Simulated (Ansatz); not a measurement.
# (KF)3(LiCl)1 [001] superlattice, started as rocksalt type: from the cell to its phonons, part 2 of 2

How does (KF)3(LiCl)1 [001] superlattice, started as rocksalt type vibrate, and is this structure a minimum?

Ansatz 0.2.0; DFT PBEsol, scalar-relativistic, plane waves, PAW.

So far. Step 4 (Relaxing to small forces for the phonons): The largest force component left is 0.20 meV/Å and the pressure is 0.005 GPa, within the tolerances set. The cell now holds 18.90 Å³/atom. The relaxed cell has a = 3.669, c = 11.233 Å (conventional setting).

The structure was built from a prototype and need not be the compound's stable phase.

## Step 5: Linear response at the zone centre

The zone centre is the only wavevector solved here; it holds the modes that light can see, as far as symmetry allows. The response to a homogeneous field gives the Born charges and the dielectric tensor, and its change with displacement the Raman tensors.

Contents of input.yaml:

```yaml
crystal:
  lattice:
    - [2.5943761056, 2.5943761056, 0.0]
    - [-2.5943761056, 2.5943761056, 0.0]
    - [0.0, 0.0, 11.2332288308]
  atoms:
    - { symbol: Cl, position: [0.0, 0.0, 0.75] }
    - { symbol: F, position: [0.5, 0.5, 0.0058771443] }
    - { symbol: F, position: [0.0, 0.0, 0.25] }
    - { symbol: F, position: [0.5, 0.5, 0.4941228557] }
    - { symbol: K, position: [0.0, 0.0, 0.0151112498] }
    - { symbol: K, position: [0.5, 0.5, 0.25] }
    - { symbol: K, position: [0.0, 0.0, 0.4848887502] }
    - { symbol: Li, position: [0.5, 0.5, 0.75] }
kpoints:
  mp_grid: { grid: [8, 8, 2] }
hamiltonian:
  xc: pbesol
scf:
  occupations: { method: fixed }
output:
  eigenvalues: true
phonons:
  method: dfpt
  dielectric: true
  rigid_motions: translations
  raman: true
```

The run is started by

```sh
$ ansatz run input.yaml --threads 4 --pin off --max-ram 14336MiB --backend cpu --events-out ev --progress --plain --runs-dir out
```

Numbers of over 12 decimals in the logs are rounded to 6 here.

Log:

```text
[...]
Crystal: 8 atoms, lattice volume = 151.217 Å³
Basis set: ecut = 420 eV, 2941 PW (Γ), exchange–correlation on 50×50×160 points (8 copies of the dense FFT grid, shifted against one another)
Bands: 37, of which v1, the nominal top of the filled ones, is band 29 counted from 1 (28 counted from 0)
Symmetry: 16 space group operations
k-points: 42 of 128 (irreducible under 2 space group operations, time reversal used)
[...]
SCF iter   1: F=—  HF=-8224.424767 eV  |F-HF|=—  |Δ(HF+E_count)|=         —  Δρ=1.01e-2  dr2=1.21e-1  ethr=1.77e-3  ⟨swp⟩=4.8  Hψ=6037  notcnv=0  defer=221
[...]
SCF iter  10: F=-8224.388906 eV  HF=-8224.388906 eV  |F-HF|=2.73e-11  |Δ(HF+E_count)|=  6.73e-10  Δρ=1.07e-7  dr2=1.91e-11  ethr=1.00e-12  ⟨swp⟩=13.9  Hψ=10213  notcnv=0
SCF 1 converged in 10 iterations: F = -8224.388906 eV  dr2 = 1.91e-11
[...]
DFPT response loops at Γ: preconditioner auto → Resta (q_TF=auto, 2.326 Å⁻¹)  ε∞=3.2 (no band partly filled); β = 1.00, the filter's whole step (`scf.mixing.beta` (0.50) is not read by the response loops at its default; to damp them type it under 1.00, their step now; it binds the ground state too); Broyden in place of MSR1
── the response to a field inside a basis, on 8×8×4 k-points: an SCF that follows is theirs, and a resumed run solves both again ──
Bands: 30, of which v1, the nominal top of the filled ones, is band 29 counted from 1 (28 counted from 0)
k-points: 20 of 256
[...]
Eigensolver: Dense (20 Hₖ)
SCF iter   1: F=—  HF=-8224.294311 eV  |F-HF|=—  |Δ(HF+E_count)|=         —  Δρ=5.20e-4  dr2=1.08e-4  ethr=1.00e-1
[...]
SCF iter   8: F=-8224.294364 eV  HF=-8224.294364 eV  |F-HF|=1.64e-11  |Δ(HF+E_count)|=  5.22e-10  Δρ=7.02e-8  dr2=1.04e-11  ethr=1.00e-12
SCF 1 converged in 8 iterations: F = -8224.294364 eV  dr2 = 1.04e-11
[...]
SCF converged after 10 iterations
Free energy (F): -8224.388906 eV
[...]
Internal energy: -8224.388906 eV  (E = F + TS)
E sigma→0 (E₀):  -8224.388906 eV
Fermi energy:    1.364384 eV
[...]
--- Band table (eV; the first three rows and the last of 42) ---
  k-point 0: bands = [... 25 lower, 1.3397, 1.3397, 1.3644, 1.3644, 7.0803, 8.5943, 9.0320, 9.4302, ... 4 higher]
  k-point 1: bands = [... 25 lower, 1.3463, 1.3463, 1.3576, 1.3576, 7.4080, 7.8644, 9.4936, 10.0404, ... 4 higher]
  k-point 2: bands = [... 25 lower, 1.2399, 1.2718, 1.2814, 1.3085, 7.3829, 8.8173, 9.1175, 9.6689, ... 4 higher]
  k-point 41: bands = [... 25 lower, 1.2551, 1.2551, 1.2638, 1.2638, 9.1435, 9.5683, 9.5683, 9.8744, ... 4 higher]
--- Phonons (Γ-DFPT): 12 representative perturbations + reference, on 42 of 128 k-points (Σ response iterations 44) ---
  k mesh reduced under 2 symmetry operations, with k and −k counted as one. Each operation leaves every solved perturbation unchanged. A smaller set is not considered because the run solves the response to a homogeneous field
  ASR residual: 2.386e-4 → 0.000e0 eV/Å²; symmetrization residual: 1.997e-6 eV/Å²
  ASR residual per site (eV/Å²): 1.27e-4 7.96e-5 3.76e-5 7.96e-5 2.98e-5 1.44e-4 2.98e-5 2.39e-4
  Γ frequencies (cm⁻¹): -172.36 0.00 0.00 0.00 50.50 50.50 56.28 56.28 78.32 78.32 107.23 130.81 161.38 161.38 190.78 211.38 214.62 214.62 215.57 215.57 217.90 217.90 227.72 247.96
  ε∞ (high-frequency dielectric tensor):
        2.212738    -0.000000     0.000000
       -0.000000     2.212738     0.000000
        0.000000     0.000000     2.175147
  softest optical mode at Γ: -172.36 cm⁻¹; the repairs (sum rule, projections) moved no ω² at Γ by more than (3.35 cm⁻¹)²
  Born effective charges Z* (e; rows j = field, columns β = displacement):
    site 0:
        -1.19869    0.00000    0.00000
         0.00000   -1.19869    0.00000
         0.00000    0.00000   -0.76812
    site 1:
        -1.19474   -0.00000   -0.00000
        -0.00000   -1.19474    0.00000
         0.00000    0.00000   -1.14318
    site 2:
        -1.15835    0.00000    0.00000
         0.00000   -1.15835    0.00000
         0.00000    0.00000   -1.20163
    site 3:
        -1.19474   -0.00000    0.00000
        -0.00000   -1.19474   -0.00000
        -0.00000    0.00000   -1.14318
    site 4:
         1.15077    0.00000   -0.00000
        -0.00000    1.15077   -0.00000
        -0.00000   -0.00000    1.11230
    site 5:
         1.16595    0.00000    0.00000
        -0.00000    1.16595    0.00000
         0.00000    0.00000    1.18218
    site 6:
         1.15077   -0.00000    0.00000
         0.00000    1.15077   -0.00000
         0.00000    0.00000    1.11230
    site 7:
         1.27903    0.00000    0.00000
         0.00000    1.27903    0.00000
         0.00000    0.00000    0.84932
  Z* charge neutrality: 3.542e-5 e pre-enforcement
  k-mesh period / interband length: 22.5 Å / 1.08 Å = 20.72 at k = (0.0000, 0.0000, 0.0000), direct gap 5.716 eV — 14 or more, which is no proof of convergence
  Raman tensors (in the event stream and the table raman_tensors.tsv): an entry may err by 1.1e-2 Å², one of the second-order susceptibility by 7.0e-20 pm/V (basis, points and sum rule); their sum over the sites missed zero by 5.551e-17 Å² ahead of its enforcement
  optical modes at Γ without the LO–TO term, one row a degenerate level:
      ω (cm⁻¹)  modes    IR ((D/Å)²/amu)  static Raman (Å⁴/amu)  depolarisation
       -172.36      1             6.3567                 0.0000               —
         50.50      2             0.7405                 0.0000               —
         56.28      2             0.0000                 0.0093           0.750
         78.32      2             0.3455                 0.0000               —
        107.23      1             0.0000                 0.0076           0.074
        130.81      1             0.5412                 0.0000               —
        161.38      2             9.4387                 0.0000               —
        190.78      1             0.3913                 0.0000               —
        211.38      1             2.0615                 0.0000               —
        214.62      2            16.3689                 0.0000               —
        215.57      2             0.0000                 0.0033           0.750
        217.90      2             0.7756                 0.0000               —
        227.72      1             0.0000                 0.0616           0.244
        247.96      1             0.6434                 0.0000               —
  optical modes at Γ + LO–TO along q̂ = [1.0000, 0.0000, 0.0000]:
      ω (cm⁻¹)  modes    IR ((D/Å)²/amu)  static Raman (Å⁴/amu)  depolarisation
       -172.36      1             6.3567                 0.0000               —
         50.50      1             0.3702                 0.0000               —
         56.10      1             0.0230                 0.0000               —
         56.28      2             0.0000                 0.0093           0.750
         78.32      1             0.1727                 0.0000               —
         80.42      1             0.0153                 0.0000               —
        107.23      1             0.0000                 0.0076           0.074
        130.81      1             0.5412                 0.0000               —
        161.38      1             4.7194                 0.0000               —
        179.66      1             0.1475                 0.0000               —
        190.78      1             0.3913                 0.0000               —
        211.38      1             2.0615                 0.0000               —
        214.62      1             8.1844                 0.0000               —
        215.57      2             0.0000                 0.0033           0.750
        217.76      1             0.0002                 0.0000               —
        217.90      1             0.3878                 0.0000               —
        227.72      1             0.0000                 0.0616           0.244
        247.96      1             0.6434                 0.0000               —
        356.58      1            13.6485                 0.0000               —
  optical modes at Γ + LO–TO along q̂ = [0.0000, 1.0000, 0.0000]:
      ω (cm⁻¹)  modes    IR ((D/Å)²/amu)  static Raman (Å⁴/amu)  depolarisation
       -172.36      1             6.3567                 0.0000               —
         50.50      1             0.3702                 0.0000               —
         56.10      1             0.0230                 0.0000               —
         56.28      2             0.0000                 0.0093           0.750
         78.32      1             0.1727                 0.0000               —
         80.42      1             0.0153                 0.0000               —
        107.23      1             0.0000                 0.0076           0.074
        130.81      1             0.5412                 0.0000               —
        161.38      1             4.7194                 0.0000               —
        179.66      1             0.1475                 0.0000               —
        190.78      1             0.3913                 0.0000               —
        211.38      1             2.0615                 0.0000               —
        214.62      1             8.1844                 0.0000               —
        215.57      2             0.0000                 0.0033           0.750
        217.76      1             0.0002                 0.0000               —
        217.90      1             0.3878                 0.0000               —
        227.72      1             0.0000                 0.0616           0.244
        247.96      1             0.6434                 0.0000               —
        356.58      1            13.6485                 0.0000               —
  optical modes at Γ + LO–TO along q̂ = [0.0000, 0.0000, 1.0000]:
      ω (cm⁻¹)  modes    IR ((D/Å)²/amu)  static Raman (Å⁴/amu)  depolarisation
        -59.47      1             2.0098                 0.0000               —
         50.50      2             0.7405                 0.0000               —
         56.28      2             0.0000                 0.0093           0.750
         78.32      2             0.3455                 0.0000               —
        107.23      1             0.0000                 0.0076           0.074
        143.60      1             0.4579                 0.0000               —
        161.38      2             9.4387                 0.0000               —
        193.71      1             0.0673                 0.0000               —
        214.62      2            16.3689                 0.0000               —
        215.57      2             0.0000                 0.0033           0.750
        217.90      2             0.7756                 0.0000               —
        227.72      1             0.0000                 0.0616           0.244
        237.60      1             0.5596                 0.0000               —
        289.33      1             6.8994                 0.0000               —
```

Run time: 3.1 min. Hardware: 4 threads of Intel Xeon Platinum 8375C at 2.90GHz (Ice Lake), shared host; peak memory 2.2 GiB; 11 min of CPU time.

Reading the cycles: dr2 is the Hartree energy of the density residual (eV), the measure of convergence; HF is the Harris–Foulkes estimate of the energy, which meets the free energy F at convergence.

Numbers from this step:

| Item | Value |
| --- | --- |
| sum-rule residual before enforcement | 2.39e-4 eV/Å² |
| miss of the charge sum rule | 3.54e-5 e |
| point group | 4/mmm |
| highest optical mode at the zone centre (no LO-TO term) | 248.0 cm⁻¹ |
| lowest optical zone-centre mode | -172.4 cm⁻¹ |
| mean high-frequency dielectric constant | 2.200 |
| largest Born charge (third of the trace) | -1.178 e |
| top of the zone-centre spectrum with the field | 356.6 cm⁻¹ |

Without the LO-TO term. Patterns of degenerate modes are one choice out of their space. The modes at Γ (shares of kinetic energy by element, %) (negative means imaginary):

| mode | frequency (cm⁻¹) | symmetry | Cl % | F % | K % | Li % |
| --- | --- | --- | --- | --- | --- | --- |
| 1 | -172.4 | A2u | 2 | 38 | 2 | 58 |
| 2 | 0.0 | acoustic | 16 | 26 | 54 | 3 |
| 3 | 0.0 | acoustic | 16 | 26 | 54 | 3 |
| 4 | 0.0 | acoustic | 16 | 26 | 54 | 3 |
| 5 | 50.5 | Eu | 76 | 6 | 16 | 2 |
| 6 | 50.5 | Eu | 76 | 6 | 16 | 2 |
| 7 | 56.3 | Eg | 0 | 29 | 71 | 0 |
| 8 | 56.3 | Eg | 0 | 29 | 71 | 0 |
| 9 | 78.3 | Eu | 4 | 30 | 65 | 0 |
| 10 | 78.3 | Eu | 4 | 30 | 65 | 0 |
| 11 | 107.2 | A1g | 0 | 56 | 44 | 0 |
| 12 | 130.8 | A2u | 22 | 8 | 69 | 1 |
| 13 | 161.4 | Eu | 4 | 0 | 3 | 93 |
| 14 | 161.4 | Eu | 4 | 0 | 3 | 93 |
| 15 | 190.8 | A2u | 3 | 40 | 43 | 15 |
| 16 | 211.4 | A2u | 39 | 35 | 21 | 4 |
| 17 | 214.6 | Eu | 0 | 69 | 31 | 1 |
| 18 | 214.6 | Eu | 0 | 69 | 31 | 1 |
| 19 | 215.6 | Eg | 0 | 71 | 29 | 0 |
| 20 | 215.6 | Eg | 0 | 71 | 29 | 0 |
| 21 | 217.9 | Eu | 0 | 69 | 31 | 1 |
| 22 | 217.9 | Eu | 0 | 69 | 31 | 1 |
| 23 | 227.7 | A1g | 0 | 44 | 56 | 0 |
| 24 | 248.0 | A2u | 18 | 53 | 11 | 18 |

Displacements in mode 1 (-172.4 cm⁻¹), the largest set to 1:
```
Cl1  0.00  0.00  0.09
F2   0.00  0.00 -0.34
F3   0.00  0.00 -0.11
F4   0.00  0.00 -0.34
K5   0.00  0.00  0.03
K6   0.00  0.00  0.06
K7   0.00  0.00  0.03
Li8  0.00  0.00  1.00
```

Displacements in mode 23 (227.7 cm⁻¹), the largest set to 1:
```
Cl1  0.00  0.00  0.00
F2   0.00  0.00  1.00
F3   0.00  0.00  0.00
F4   0.00  0.00 -1.00
K5   0.00  0.00 -0.79
K6   0.00  0.00  0.00
K7   0.00  0.00  0.79
Li8  0.00  0.00  0.00
```

Optical modes at the zone centre, without and with the macroscopic field of the longitudinal modes; each column is sorted by frequency, so a row need not hold one and the same mode. Modes with and without the field, by row:

| rank among optical modes | no field (cm⁻¹) | q along (1, 0, 0) (cm⁻¹) | q along (0, 0, 1) (cm⁻¹) |
| --- | --- | --- | --- |
| 1 | -172.4 | -172.4 | -59.5 |
| 2 | 50.5 | 50.5 | 50.5 |
| 3 | 50.5 | 56.1 | 50.5 |
| 4 | 56.3 | 56.3 | 56.3 |
| 5 | 56.3 | 56.3 | 56.3 |
| 6 | 78.3 | 78.3 | 78.3 |
| 7 | 78.3 | 80.4 | 78.3 |
| 8 | 107.2 | 107.2 | 107.2 |
| 9 | 130.8 | 130.8 | 143.6 |
| 10 | 161.4 | 161.4 | 161.4 |
| 11 | 161.4 | 179.7 | 161.4 |
| 12 | 190.8 | 190.8 | 193.7 |
| 13 | 211.4 | 211.4 | 214.6 |
| 14 | 214.6 | 214.6 | 214.6 |
| 15 | 214.6 | 215.6 | 215.6 |
| 16 | 215.6 | 215.6 | 215.6 |
| 17 | 215.6 | 217.8 | 217.9 |
| 18 | 217.9 | 217.9 | 217.9 |
| 19 | 217.9 | 227.7 | 227.7 |
| 20 | 227.7 | 248 | 237.6 |
| 21 | 248 | 356.6 | 289.3 |

Born charge (rows field, columns displacement) (e), principal values of the symmetric part by kind of site:

| atom | atoms with these values | low | middle | high | mean |
| --- | --- | --- | --- | --- | --- |
| Cl1 | 1 | -1.20 | -1.20 | -0.77 | -1.06 |
| F2 | 2 | -1.19 | -1.19 | -1.14 | -1.18 |
| F3 | 1 | -1.20 | -1.16 | -1.16 | -1.17 |
| K5 | 2 | 1.11 | 1.15 | 1.15 | 1.14 |
| K6 | 1 | 1.17 | 1.17 | 1.18 | 1.17 |
| Li8 | 1 | 0.85 | 1.28 | 1.28 | 1.14 |

In full for Li8:

```
1.28 0.00 0.00
0.00 1.28 0.00
0.00 0.00 0.85
```

High-frequency dielectric tensor:

```
2.21 0.00 0.00
0.00 2.21 0.00
0.00 0.00 2.18
```

Transverse modes; imaginary modes are left out. Lines of the infrared spectrum (strongest = 100):

| position (cm⁻¹) | relative intensity |
| --- | --- |
| 50 | 4.5 |
| 56 | 0.0 |
| 78 | 2.1 |
| 107 | 0.0 |
| 131 | 3.3 |
| 161 | 58 |
| 191 | 2.4 |
| 211 | 13 |
| 215 | 100 |
| 216 | 0.0 |
| 218 | 4.7 |
| 228 | 0.0 |
| 248 | 3.9 |

Activity x (w_L - w)^4 (n + 1)/w, 532 nm, 300 K; imaginary modes are left out; modes without the macroscopic field alone. Lines of the Raman spectrum (strongest = 100):

| position (cm⁻¹) | relative intensity |
| --- | --- |
| 50 | 0.0 |
| 56 | 100 |
| 78 | 0.0 |
| 107 | 25 |
| 131 | 0.0 |
| 161 | 0.0 |
| 191 | 0.0 |
| 211 | 0.0 |
| 215 | 0.0 |
| 216 | 3.3 |
| 218 | 0.0 |
| 228 | 56 |
| 248 | 0.0 |

Before it was imposed, the acoustic sum rule was missed by 2.4e-4 eV/Å² and the charge sum rule by 3.5e-5 e. Small misses are needed for a sound result but don't prove that mesh and cutoff are converged. The lowest optical mode is imaginary, 172.4i cm⁻¹, so the energy falls along it.

## Step 6: Another isotope, element Cl, natural mass 35.45 amu

An isotope changes the mass and not the force constants, so no new electronic calculation is needed; the shifts show which modes move this element.

The same force constants with the mass of Cl changed from 35.450 to 36.966 u (phonopy, no LO-TO term). Both lists are sorted by frequency; levels can cross, so a row need not hold one and the same mode. Modes under 3 cm⁻¹ are left out. Isotope shifts, by row:

| q | rank | natural mass (cm⁻¹) | changed mass (cm⁻¹) |
| --- | --- | --- | --- |
| 0 0 0 | 1 | -172.4 | -172.3 |
| 0 0 0 | 5 | 50.5 | 49.71 |
| 0 0 0 | 6 | 50.5 | 49.71 |
| 0 0 0 | 7 | 56.28 | 56.28 |
| 0 0 0 | 8 | 56.28 | 56.28 |
| 0 0 0 | 9 | 78.32 | 78.26 |
| 0 0 0 | 10 | 78.32 | 78.26 |
| 0 0 0 | 11 | 107.2 | 107.2 |
| 0 0 0 | 12 | 130.8 | 130.2 |
| 0 0 0 | 13 | 161.4 | 161.3 |
| 0 0 0 | 14 | 161.4 | 161.3 |
| 0 0 0 | 15 | 190.8 | 190.7 |
| 0 0 0 | 16 | 211.4 | 209.6 |
| 0 0 0 | 17 | 214.6 | 214.6 |
| 0 0 0 | 18 | 214.6 | 214.6 |
| 0 0 0 | 19 | 215.6 | 215.6 |
| 0 0 0 | 20 | 215.6 | 215.6 |
| 0 0 0 | 21 | 217.9 | 217.9 |
| 0 0 0 | 22 | 217.9 | 217.9 |
| 0 0 0 | 23 | 227.7 | 227.7 |
| 0 0 0 | 24 | 248 | 247.1 |

A mode of this element alone would shift by -2.07 %. The highest zone-centre frequency without the field goes from 248.0 to 247.1 cm⁻¹ (-0.3 %).

## Step 7: Isotope substitution, element K, natural mass 39.0983 amu

The same for K, from 39.10 to 40.96 u.

The same force constants with the mass of K changed from 39.098 to 40.962 u (phonopy, no LO-TO term). Both lists are sorted by frequency; levels can cross, so a row need not hold one and the same mode. Modes under 3 cm⁻¹ are left out. Isotope shifts, by row:

| q | rank | natural mass (cm⁻¹) | changed mass (cm⁻¹) |
| --- | --- | --- | --- |
| 0 0 0 | 1 | -172.4 | -172.3 |
| 0 0 0 | 5 | 50.5 | 50.31 |
| 0 0 0 | 6 | 50.5 | 50.31 |
| 0 0 0 | 7 | 56.28 | 55.36 |
| 0 0 0 | 8 | 56.28 | 55.36 |
| 0 0 0 | 9 | 78.32 | 77.13 |
| 0 0 0 | 10 | 78.32 | 77.13 |
| 0 0 0 | 11 | 107.2 | 106.1 |
| 0 0 0 | 12 | 130.8 | 128.7 |
| 0 0 0 | 13 | 161.4 | 161.2 |
| 0 0 0 | 14 | 161.4 | 161.2 |
| 0 0 0 | 15 | 190.8 | 188.8 |
| 0 0 0 | 16 | 211.4 | 210.4 |
| 0 0 0 | 17 | 214.6 | 213.1 |
| 0 0 0 | 18 | 214.6 | 213.1 |
| 0 0 0 | 19 | 215.6 | 214.1 |
| 0 0 0 | 20 | 215.6 | 214.1 |
| 0 0 0 | 21 | 217.9 | 216.4 |
| 0 0 0 | 22 | 217.9 | 216.4 |
| 0 0 0 | 23 | 227.7 | 224.8 |
| 0 0 0 | 24 | 248 | 247.3 |

A mode of this element alone would shift by -2.30 %. The highest zone-centre frequency without the field goes from 248.0 to 247.3 cm⁻¹ (-0.2 %).

## Step 8: Another isotope, element Li, natural mass 6.94 amu

The same for Li, from 6.94 to 6.02 u.

The same force constants with the mass of Li changed from 6.940 to 6.015 u (phonopy, no LO-TO term). Both lists are sorted by frequency; levels can cross, so a row need not hold one and the same mode. Modes under 3 cm⁻¹ are left out. Isotope shifts, by row:

| q | rank | natural mass (cm⁻¹) | changed mass (cm⁻¹) |
| --- | --- | --- | --- |
| 0 0 0 | 1 | -172.4 | -179.7 |
| 0 0 0 | 5 | 50.5 | 50.57 |
| 0 0 0 | 6 | 50.5 | 50.57 |
| 0 0 0 | 7 | 56.28 | 56.28 |
| 0 0 0 | 8 | 56.28 | 56.28 |
| 0 0 0 | 9 | 78.32 | 78.35 |
| 0 0 0 | 10 | 78.32 | 78.35 |
| 0 0 0 | 11 | 107.2 | 107.2 |
| 0 0 0 | 12 | 130.8 | 130.9 |
| 0 0 0 | 13 | 161.4 | 172.5 |
| 0 0 0 | 14 | 161.4 | 172.5 |
| 0 0 0 | 15 | 190.8 | 192.7 |
| 0 0 0 | 16 | 211.4 | 212.1 |
| 0 0 0 | 17 | 214.6 | 214.8 |
| 0 0 0 | 18 | 214.6 | 214.8 |
| 0 0 0 | 19 | 215.6 | 215.6 |
| 0 0 0 | 20 | 215.6 | 215.6 |
| 0 0 0 | 21 | 217.9 | 218 |
| 0 0 0 | 22 | 217.9 | 218 |
| 0 0 0 | 23 | 227.7 | 227.7 |
| 0 0 0 | 24 | 248 | 251.5 |

A mode of this element alone would shift by +7.41 %. The highest zone-centre frequency without the field goes from 248.0 to 251.5 cm⁻¹ (+1.4 %).

## Step 9: Results

```json
{
  "space group after relaxation (within 0.01 Å)": "P4/mmm",
  "volume per atom": "18.9 Å³",
  "gap on the k-mesh": "5.72 eV",
  "highest optical mode at the zone centre (no LO-TO term)": "248 cm⁻¹",
  "top of the zone-centre spectrum with the field": "357 cm⁻¹",
  "lowest optical zone-centre mode": "-172 cm⁻¹",
  "mean high-frequency dielectric constant": "2.20",
  "largest Born charge (third of the trace)": "-1.18 e",
  "imaginary modes at Γ (the only wavevector solved)": "yes"
}
```

What this shows: A zone-centre mode is imaginary (172.4i cm⁻¹), so this structure is not a minimum of the energy. Without the field, the optical modes at Γ span -172 to 248 cm⁻¹ (negative means imaginary). The dispersion is not part of this account. With the macroscopic field of the longitudinal modes the top of the zone-centre spectrum lies at 357 cm⁻¹, against 248 cm⁻¹ without it. Among the real modes, the strongest infrared line is at 215 cm⁻¹. Averaged over orientations, the strongest Raman line at 532 nm and 300 K is at 56 cm⁻¹. The starting cell was built on a prototype and not taken from a measurement, so the phase need not exist. These are harmonic frequencies at zero temperature: anharmonic shifts, linewidths and thermal expansion are left out.

[Logs are printed without paths, hosts, clocks, repeated set-up lines and the standing remarks that a program may print on its own settings, such as how far it seeks lower states.]

[Hosts, paths, dates, database ids (printed as entryN), source tags and the programs' standing remarks are cut or masked in the printed files.]
